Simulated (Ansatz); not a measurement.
# Phonons of AlN (F-43m) against volume

Aim: how do the optical modes of AlN (F-43m) move with volume?

Program: Ansatz 0.2.0. Level of theory: DFT LDA, scalar-relativistic, plane waves, PAW; PAW set soft_1. Results are calculated unless marked as measured.

## Step 1: The structure

The structure is cubic, space group F-43m (No. 216). The conventional cell has a = 4.368 Å, b = 4.368 Å, c = 4.368 Å, α = 90.00°, β = 90.00°, γ = 90.00°. N has 4 Al at 1.89 Å nearest. Nearest to Al lie 4 N at 1.89 Å. Farther neighbours and most contacts between anions are not listed.

## Step 2: Bringing the structure to rest

Harmonic phonons are second derivatives at a point where the forces vanish, and they are wanted at zero stress, so atoms and cell are relaxed first.

input.yaml

```yaml
crystal:
  lattice:
    - [0.0, 2.1839935596, 2.1839935596]
    - [2.1839935596, 0.0, 2.1839935596]
    - [2.1839935596, 2.1839935596, 0.0]
  atoms:
    - { symbol: "N", position: [0.25, 0.25, 0.25] }
    - { symbol: Al, position: [0.0, 0.0, 0.0] }
kpoints:
  mp_grid: { grid: [10, 10, 10] }
hamiltonian:
  xc: lda
  pseudopotentials: { kind: paw, azcp: { folder: soft_1 }, xc_functional: pbe }
scf:
  occupations: { method: gaussian, width: 0.02 }
output:
  forces: true
  stress: true
  eigenvalues: true
relax:
  adjacent_minimum: "off"
  f_tol: 0.005
  max_steps: 80
  cell: { stress_tol: 0.05 }
```

Launch:

```bash
$ ansatz run input.yaml --threads 4 --pin off --max-ram 10240MiB --backend cpu --events-out ev --progress --plain --runs-dir out
```

Numbers of over 12 decimals in the logs are rounded to 6 here.

Log:

```text
Engine: ansatz 0.2.0, x86_64-unknown-linux-gnu
Pseudopotentials: kind: paw
Pseudopotential: N, paw, valence charge 5, recommended cutoff 420 eV (normal), soft_1/N.paw.azcp
Pseudopotential: Al, paw, valence charge 3, recommended cutoff 420 eV (normal), soft_1/Al.paw.azcp
Functional definition: SPW92
  exchange = slater_x
  correlation = pw_c
Crystal: 2 atoms, lattice volume = 20.835 Å³
Basis set: ecut = 420 eV, 411 PW (Γ)
Bands: 8, of which v1, the nominal top of the filled ones, is band 4 counted from 1 (3 counted from 0)
Symmetry: 24 space group operations
Space group: F-43m (ITA 216), of the structure as read, at distance tolerance 2.8e-5 Å
k-points: 47 of 1000 (time reversal used)
Non-local potential: N, projectors of the file, l = 0: 2, l = 1: 2, l = 2: 1
Non-local potential: Al, projectors of the file, l = 0: 2, l = 1: 2, l = 2: 1
PAW form: soft (Blöchl's): semilocal exchange-correlation on the pseudo side does not see the compensation charge
PAW frozen core: N, regenerated for the run's functional, and the local potential with it (the file was generated under x = pbe(κ = 0.804, μ = 0.219515), c = pbe(β = 0.066725))
PAW frozen core: Al, regenerated for the run's functional, and the local potential with it (the file was generated under x = pbe(κ = 0.804, μ = 0.219515), c = pbe(β = 0.066725))
PAW one-centre angular grid: N, 110 points (default); XC on 64 Gauss nodes
PAW one-centre angular grid: Al, 110 points (default); XC on 64 Gauss nodes
Initial density: superposition of atomic densities (chi_scale 0.1, normalization cell, long waves kept (reshape's long-wave potential 0.00 eV rms))
Initial wavefunctions: pseudopotential atomic-orbital guess
Functional: x = slater, c = lda
SCF iter   1: F=—  HF=-891.283016 eV  |F-HF|=—  |Δ(HF+E_count)|=         —  Δρ=1.34e-1  dr2=4.56e0  ethr=3.10e-3  ⟨swp⟩=4.6  Hψ=2749  notcnv=0
preconditioner: auto → none  [insulator: Δε(μ)=5.576 eV  Ē_g=16.419 eV  σ=0.020 eV  W_gap=1.00  n_scr=0 (ndim 8)  ℏωp=23.0 eV  f_vac=0.000  D(μ)=0.00/eV (n_scr^D=0)  ε∞_Penn≈3.0]
SCF iter   2: F=—  HF=-890.059087 eV  |F-HF|=—  |Δ(HF+E_count)|=    1.22e0  Δρ=7.75e-2  dr2=7.73e-1  ethr=3.10e-3  ⟨swp⟩=3.0  Hψ=1257  notcnv=0
SCF iter   3: F=—  HF=-889.827001 eV  |F-HF|=—  |Δ(HF+E_count)|=   2.32e-1  Δρ=2.20e-2  dr2=5.21e-2  ethr=3.10e-3  ⟨swp⟩=2.4  Hψ=907  notcnv=0
SCF iter   4: F=—  HF=-889.807046 eV  |F-HF|=—  |Δ(HF+E_count)|=   2.00e-2  Δρ=1.00e-3  dr2=7.65e-5  ethr=6.51e-4  ⟨swp⟩=2.0  Hψ=619  notcnv=0
SCF iter   5: F=—  HF=-889.807007 eV  |F-HF|=—  |Δ(HF+E_count)|=   3.90e-5  Δρ=2.82e-4  dr2=5.58e-6  ethr=9.56e-7  ⟨swp⟩=2.0  Hψ=556  notcnv=0
SCF iter   6: F=-889.807003 eV  HF=-889.807003 eV  |F-HF|=3.82e-8  |Δ(HF+E_count)|=   3.43e-6  Δρ=2.78e-5  dr2=7.66e-8  ethr=1.25e-9  ⟨swp⟩=2.2  Hψ=1375  notcnv=0
SCF 1 converged in 6 iterations: F = -889.807003 eV  dr2 = 7.66e-8
  greatest PAW one-centre occupation: 0.782 electrons in one spin orbital (limit 2), on the N atom at site 0 (counted from 0), in its partial waves of l = 0
relax step   1: F+E_penalty+E_count = -889.80700307 eV  Δ(F+E_penalty+E_count) = +0.000e0 eV  max|allowed force component| = 2.498e-16 eV/Å  Δτ_max = 0.0000 Å  P = -3.622 GPa  Ω = 20.835 Å³  (6 SCF iters, dr2 threshold 1.00e-7 eV, accepted)
Crystal: 2 atoms, lattice volume = 20.652 Å³
Initial density: handed on by an earlier stage of this run
Initial wavefunctions: those handed on with the density
iter 1 solved again at ethr=1.27e-5 eV; its pass at ethr=3.10e-3 eV (dr2=1.01e-3 eV) is discarded
SCF iter   1: F=—  HF=-889.810875 eV  |F-HF|=—  |Δ(HF+E_count)|=         —  Δρ=2.08e-3  dr2=1.02e-3  ethr=1.27e-5  ⟨swp⟩=1.0  Hψ=3045  notcnv=0
preconditioner: auto → none  [insulator: Δε(μ)=3.278 eV  Ē_g=15.313 eV  σ=0.020 eV  W_gap=1.00  n_scr=0 (ndim 8)  ℏωp=23.1 eV  f_vac=0.000  D(μ)=0.00/eV (n_scr^D=0)  ε∞_Penn≈3.3]
SCF iter   2: F=—  HF=-889.810605 eV  |F-HF|=—  |Δ(HF+E_count)|=   2.70e-4  Δρ=1.03e-3  dr2=1.56e-4  ethr=1.27e-5  ⟨swp⟩=2.2  Hψ=708  notcnv=0
SCF iter   3: F=—  HF=-889.810553 eV  |F-HF|=—  |Δ(HF+E_count)|=   5.13e-5  Δρ=1.91e-4  dr2=5.20e-6  ethr=1.96e-6  ⟨swp⟩=2.5  Hψ=541  notcnv=0
SCF iter   4: F=-889.810550 eV  HF=-889.810550 eV  |F-HF|=4.85e-9  |Δ(HF+E_count)|=   3.66e-6  Δρ=1.30e-5  dr2=1.68e-8  ethr=2.50e-9  ⟨swp⟩=2.7  Hψ=1430  notcnv=0
SCF 2 converged in 4 iterations: F = -889.810550 eV  dr2 = 1.68e-8
relax step   2: F+E_penalty+E_count = -889.81054969 eV  Δ(F+E_penalty+E_count) = -3.547e-3 eV  max|allowed force component| = 5.551e-17 eV/Å  Δτ_max = 0.0000 Å  P = -1.825 GPa  Ω = 20.652 Å³  energy of the carried Pulay correction = +4.296e-4 eV  (4 SCF iters, dr2 threshold 2.00e-7 eV, accepted)
Crystal: 2 atoms, lattice volume = 20.469 Å³
iter 1 solved again at ethr=1.31e-5 eV; its pass at ethr=3.10e-3 eV (dr2=1.05e-3 eV) is discarded
SCF iter   1: F=—  HF=-889.812339 eV  |F-HF|=—  |Δ(HF+E_count)|=         —  Δρ=2.13e-3  dr2=1.06e-3  ethr=1.31e-5  ⟨swp⟩=1.0  Hψ=3044  notcnv=0
preconditioner: auto → none  [insulator: Δε(μ)=3.282 eV  Ē_g=15.400 eV  σ=0.020 eV  W_gap=1.00  n_scr=0 (ndim 8)  ℏωp=23.2 eV  f_vac=0.000  D(μ)=0.00/eV (n_scr^D=0)  ε∞_Penn≈3.3]
SCF iter   2: F=—  HF=-889.812058 eV  |F-HF|=—  |Δ(HF+E_count)|=   2.81e-4  Δρ=1.03e-3  dr2=1.57e-4  ethr=1.31e-5  ⟨swp⟩=2.2  Hψ=709  notcnv=0
SCF iter   3: F=—  HF=-889.812006 eV  |F-HF|=—  |Δ(HF+E_count)|=   5.16e-5  Δρ=1.91e-4  dr2=5.13e-6  ethr=1.96e-6  ⟨swp⟩=2.5  Hψ=541  notcnv=0
SCF iter   4: F=-889.812002 eV  HF=-889.812002 eV  |F-HF|=4.50e-9  |Δ(HF+E_count)|=   3.74e-6  Δρ=1.31e-5  dr2=1.67e-8  ethr=2.50e-9  ⟨swp⟩=2.7  Hψ=1440  notcnv=0
SCF 3 converged in 4 iterations: F = -889.812002 eV  dr2 = 1.67e-8
  greatest PAW one-centre occupation: 0.783 electrons in one spin orbital (limit 2), on the N atom at site 0 (counted from 0), in its partial waves of l = 0
relax step   3: F+E_penalty+E_count = -889.81200247 eV  Δ(F+E_penalty+E_count) = -1.453e-3 eV  max|allowed force component| = 1.295e-16 eV/Å  Δτ_max = 0.0000 Å  P = +0.046 GPa  Ω = 20.469 Å³  energy of the carried Pulay correction = +8.618e-4 eV  (4 SCF iters, dr2 threshold 2.00e-7 eV, accepted)
Initial wavefunctions: pseudopotential atomic-orbital guess (no wavefunctions were taken with the density)
iter 1 solved again at ethr=5.11e-8 eV; its pass at ethr=3.10e-3 eV (dr2=4.09e-6 eV) is discarded
SCF iter   1: F=—  HF=-889.811239 eV  |F-HF|=—  |Δ(HF+E_count)|=         —  Δρ=9.01e-5  dr2=2.61e-7  ethr=5.11e-8  ⟨swp⟩=2.8  Hψ=3879  notcnv=0
preconditioner: auto → none  [insulator: Δε(μ)=3.249 eV  Ē_g=15.384 eV  σ=0.020 eV  W_gap=1.00  n_scr=0 (ndim 8)  ℏωp=23.2 eV  f_vac=0.000  D(μ)=0.00/eV (n_scr^D=0)  ε∞_Penn≈3.3]
SCF iter   2: F=—  HF=-889.811238 eV  |F-HF|=—  |Δ(HF+E_count)|=   4.07e-7  Δρ=4.23e-5  dr2=7.37e-8  ethr=3.27e-9  ⟨swp⟩=2.6  Hψ=544  notcnv=0
SCF iter   3: F=—  HF=-889.811238 eV  |F-HF|=—  |Δ(HF+E_count)|=   1.67e-8  Δρ=1.74e-5  dr2=1.33e-8  ethr=9.22e-10  ⟨swp⟩=2.1  Hψ=522  notcnv=0
SCF iter   4: F=—  HF=-889.811238 eV  |F-HF|=—  |Δ(HF+E_count)|=   1.31e-9  Δρ=1.19e-6  dr2=6.43e-11  ethr=1.67e-10  ⟨swp⟩=2.6  Hψ=554  notcnv=0
SCF iter   5: F=-889.811238 eV  HF=-889.811238 eV  |F-HF|=1.14e-13  |Δ(HF+E_count)|=  3.02e-11  Δρ=2.05e-8  dr2=4.11e-14  ethr=1.00e-12  ⟨swp⟩=4.6  Hψ=1172  notcnv=0
SCF 4 converged in 5 iterations: F = -889.811238 eV  dr2 = 4.11e-14
relax step   4: F+E_penalty+E_count = -889.81123832 eV  Δ(F+E_penalty+E_count) = +7.642e-4 eV  max|allowed force component| = 1.041e-16 eV/Å  Δτ_max = 0.0000 Å  P = -0.030 GPa  Ω = 20.469 Å³  stress off target by 3.00e-2 GPa  SCF on the basis re-selected at this cell (its energy is not comparable with the rows above)  (5 SCF iters)
basis re-selected at this cell: Δ(F+E_penalty+E_count) = +7.642e-4 eV, ΔP = -0.076 GPa vs the last step (what re-selecting the basis moved, of the pressure what is left beyond the Pulay correction that the steps carried, after the strain that the cell walked since its last selection, with what the two solves' SCF thresholds leave and, on support functions, any second-order correction that the steps lacked; it is no m [...]
SCF converged after 5 iterations
Free energy (F): -889.811238 eV
Harris-Foulkes:  -889.811238 eV  (|F-HF|=1.14e-13)
Internal energy: -889.811238 eV  (E = F + TS)
E sigma→0 (E₀):  -889.811238 eV
Fermi energy:    8.478881 eV
--- Per-component energies (eV) ---
  E_band       = 14.515828
  E_kinetic    = 156.772693
  E_local      = -208.064094  (includes V_loc(G=0)·N_el)
  E_nonlocal   = 46.757490
  E_hartree    = 75.724073
  E_xc         = -98.120220
  E_vxc        = -106.821848  (∫ρ·V_xc dr)
  E_paw        = -564.659863  (= ΣΔE_a)
  E_vpaw       = -25.577449  (= ΣTr[D̂ρ^β])
  E_aug_tail   = 0.000892  (compensation charges beyond the density's cutoff)
  E_ewald      = -298.357969
  E_core_change = 0.135761  (= ΣΔE_core)
  E_smearing   = -0.000000  (= −TS)
  E_closure    = -0.000000  (closes the sum)
  Σ components = -889.811238   (vs F -889.811238, Δ=0.00e0)
--- Forces (eV/Å), atoms counted from 1 ---
  atom   1  N     -0.00000000     0.00000000     0.00000000
  atom   2  Al     0.00000000    -0.00000000    -0.00000000
  max |Σ_I F_I| component: 9.71e-17 eV/Å
--- Stress (GPa, compression-positive) ---
       -0.029996       0.000000       0.000000
        0.000000      -0.029996       0.000000
        0.000000       0.000000      -0.029996
  P = ⅓ Tr σ = -0.0300 GPa (-0.300 kbar)
--- Band table (eV; the first three rows and the last of 47) ---
  k-point 0: bands = ["-8.0597", "6.8541", "6.8541", "6.8541", "11.2398", "19.3829", "19.3829", "19.3829"]
  k-point 1: bands = ["-7.9074", "6.0497", "6.8021", "6.8021", "11.8803", "19.0001", "19.5163", "19.5163"]
  k-point 2: bands = ["-7.4729", "4.4316", "6.6725", "6.6725", "12.9745", "18.2132", "19.4350", "19.4350"]
  k-point 46: bands = ["-5.1632", "2.7055", "3.6905", "4.1736", "12.5314", "17.6548", "19.2552", "19.5180"]
--- Relaxed structure (3 steps of the walk, 3 accepted, 1 SCFs on fresh bases) ---
  F+E_penalty+E_count = -889.81123832 eV   max|allowed force component| = 1.041e-16 eV/Å   (the final SCF, on the basis selected at the relaxed cell)
  cell:  # Å, volume = 20.4692 Å³
    - [0, 2.171151, 2.171151]
    - [2.171151, 0, 2.171151]
    - [2.171151, 2.171151, 0]
  atoms:
    - { symbol: N, position: [0.25, 0.25, 0.25] }
    - { symbol: Al, position: [0, 0, 0] }
```

The job ended after 1.3 s (4 threads of AMD EPYC 7B13 (Zen 3), shared host; peak memory 0.34 GiB; 3.8 s of CPU time).

The steps of the relaxation:

```tsv
step	energy less that of the first step (eV)	largest force component (eV/Å)	pressure (GPa)	volume (Å³)
1	0.0000	0.0000	-3.62	20.83
2	-0.0035	0.0000	-1.82	20.65
3	-0.0050	0.0000	0.05	20.47
4*	-0.0042	0.0000	-0.03	20.47
```

Relaxation steps marked * repeat the geometry before them on a plane-wave basis chosen anew for their cell, so energy and pressure can jump there.

The run keeps the 24 symmetry operations that it works with, so distortions that break them were not tested.

```tsv
conventional cell, symmetrised	before	after	change
a (Å)	4.368	4.342	-0.6 %
b (Å)	4.368	4.342	-0.6 %
c (Å)	4.368	4.342	-0.6 %
volume (Å³/atom)	10.42	10.23	-1.8 %
```

The relaxed structure:

```xyz
2
Lattice="0.0000 2.1712 2.1712 2.1712 0.0000 2.1712 2.1712 2.1712 0.0000" Properties=species:S:1:pos:R:3 pbc="T T T"
N     1.0856    1.0856    1.0856
Al    0.0000    0.0000    0.0000
```

This step gave:

```yaml
pressure: -0.03000 GPa
gap_on_the_k_mesh: 3.250 eV
volume_per_atom: 10.23 Å³
```

In this step the volume went from 10.42 to 10.23 Å³/atom.

## Step 3: Tight relaxation

Phonons need small forces and stress, so the relaxation is finished with tight tolerances on 12×12×12 k points.

input.yaml

```yaml
crystal:
  lattice:
    - [0.0, 2.171151176, 2.171151176]
    - [2.171151176, 0.0, 2.171151176]
    - [2.171151176, 2.171151176, 0.0]
  atoms:
    - { symbol: "N", position: [0.25, 0.25, 0.25] }
    - { symbol: Al, position: [0.0, 0.0, 0.0] }
kpoints:
  mp_grid: { grid: [12, 12, 12] }
hamiltonian:
  xc: lda
  pseudopotentials: { kind: paw, azcp: { folder: soft_1 }, xc_functional: pbe }
scf:
  occupations: { method: fixed }
output:
  forces: true
  stress: true
  eigenvalues: true
  write_density: true
  write_potential: true
  elf: true
  volumetric_format: npy
relax:
  adjacent_minimum: "off"
  f_tol: 0.001
  max_steps: 60
  cell: { stress_tol: 0.01 }
```

Log:

```text
[...]
Crystal: 2 atoms, lattice volume = 20.469 Å³
Basis set: ecut = 420 eV, 411 PW (Γ)
Bands: 8, of which v1, the nominal top of the filled ones, is band 4 counted from 1 (3 counted from 0)
Symmetry: 24 space group operations
[...]
k-points: 72 of 1728 (time reversal used)
[...]
-0.000000       0.000000       0.000868
  P = ⅓ Tr σ = 0.0009 GPa (0.009 kbar)
--- Band table (eV; the first three rows and the last of 72) ---
[...]
--- Relaxed structure (3 steps of the walk, 3 accepted, 1 SCFs on fresh bases) ---
[...]
cell:  # Å, volume = 20.4662 Å³
    - [0, 2.171045, 2.171045]
    - [2.171045, 0, 2.171045]
    - [2.171045, 2.171045, 0]
  atoms:
    - { symbol: N, position: [0.25, 0.25, 0.25] }
    - { symbol: Al, position: [0, 0, 0] }
[key lines of the parts left out:]
SCF converged after 4 iterations
Free energy (F): -889.811233 eV
Fermi energy:    6.855612 eV
```

The job ended after 1.5 s (4 threads; peak memory 0.36 GiB).

Little changed from the start: no atom moved by 0.005 Å and no cell edge by 0.1 %.

Numbers from this step:

```
pressure : 8.68e-4 GPa
```

ELF in the ac plane of a cell with a along [110], b along [-110] and c along [001] of the cube at fractional y = 0.000, with atoms of N and Al within 0.2 Å of it. It is the smooth field of the valence electrons, not physical close to the nuclei.

Ten even steps from '0' (0.03) to '9' (0.86), each cell a mean:
```
03899982006999950
17997996139988993
27962697249833994
15874785137855873
03788862015899851
00378630002577520
00123200000133100
00000000000000000
11000001111000011
11100011111000011
00111110000111100
10356530101566510
```
Columns run along a (6.1 Å), rows up along c (4.3 Å), edges of the conventional cell, whose origin can differ from the input's. Atoms in or near the plane, at fractional coordinates: N at (0.75, 0.75), N at (0.25, 0.75), Al at (0.50, 0.00), Al at (0.00, 0.00).

Electrostatic potential energy in the ac plane of a cell with a along [110], b along [-110] and c along [001] of the cube at fractional y = 0.000, with atoms of N and Al within 0.2 Å of it. With pseudopotentials it is smooth inside the atoms' cores, unlike the true potential.

Values in eV, 7 rows by 16 columns, each cell a mean:
```
  4  -4  -2  -4  -6  -1  -5   1   4  -4  -2  -4  -6  -1  -5   1
  2   4  -7 -35 -38 -20   4   3   2   4  -7 -35 -38 -20   4   3
 11  11   5 -12 -16  -2  10  11  11  11   5 -12 -16  -2  10  11
 12  12  11  10   9  10  11  12  12  12  11  10   9  10  11  12
 10  10  10  10  10  10  10  10  10  10  10  10  10  10  10  10
 -2   0   6   9   9   8   3  -2  -2   0   6   9   9   8   3  -2
  9  -3  -2   8   9   3  -6   5   9  -3  -2   8   9   3  -6   5
```
Columns run along a (6.1 Å; values clipped at the 3rd and 97th percentile), rows up along c (4.3 Å), edges of the conventional cell, whose origin can differ from the input's. Atoms in or near the plane, at fractional coordinates: N at (0.75, 0.75), N at (0.25, 0.75), Al at (0.50, 0.00), Al at (0.00, 0.00).

Valence density in the ac plane of a cell with a along [110], b along [-110] and c along [001] of the cube at fractional y = 0.000, with atoms of N and Al within 0.2 Å of it. It is the smooth field of the valence electrons, not physical close to the nuclei.

Ten even steps from '_' (0.1 e/Å³) to '@' (3.5 e/Å³), each cell a mean:
```
____....::....________..::::..____
____::++##++::______..--****--..__
__..--%%@@%%--..____..++@@@@++..__
____::##@@**::______..==%%%%==..__
____..--==::..________::==--..____
________..______________....______
__________________________________
__________________________________
__________________________________
__________________________________
__________________________________
__________________________________
```
Columns run along a (6.1 Å), rows up along c (4.3 Å), edges of the conventional cell, whose origin can differ from the input's. Atoms in or near the plane, at fractional coordinates: N at (0.75, 0.75), N at (0.25, 0.75), Al at (0.50, 0.00), Al at (0.00, 0.00).

The forces vanish by symmetry and the pressure is 0.001 GPa, within the tolerances set. The cell now holds 10.23 Å³/atom.

(Part 1 of 3 ends here.)

[Logs are printed without paths, hosts, clocks, repeated set-up lines and the standing remarks that a program may print on its own settings, such as how far it seeks lower states.]

[Hosts, paths, dates, database ids (printed as entryN), source tags and the programs' standing remarks are cut or masked in the printed files.]
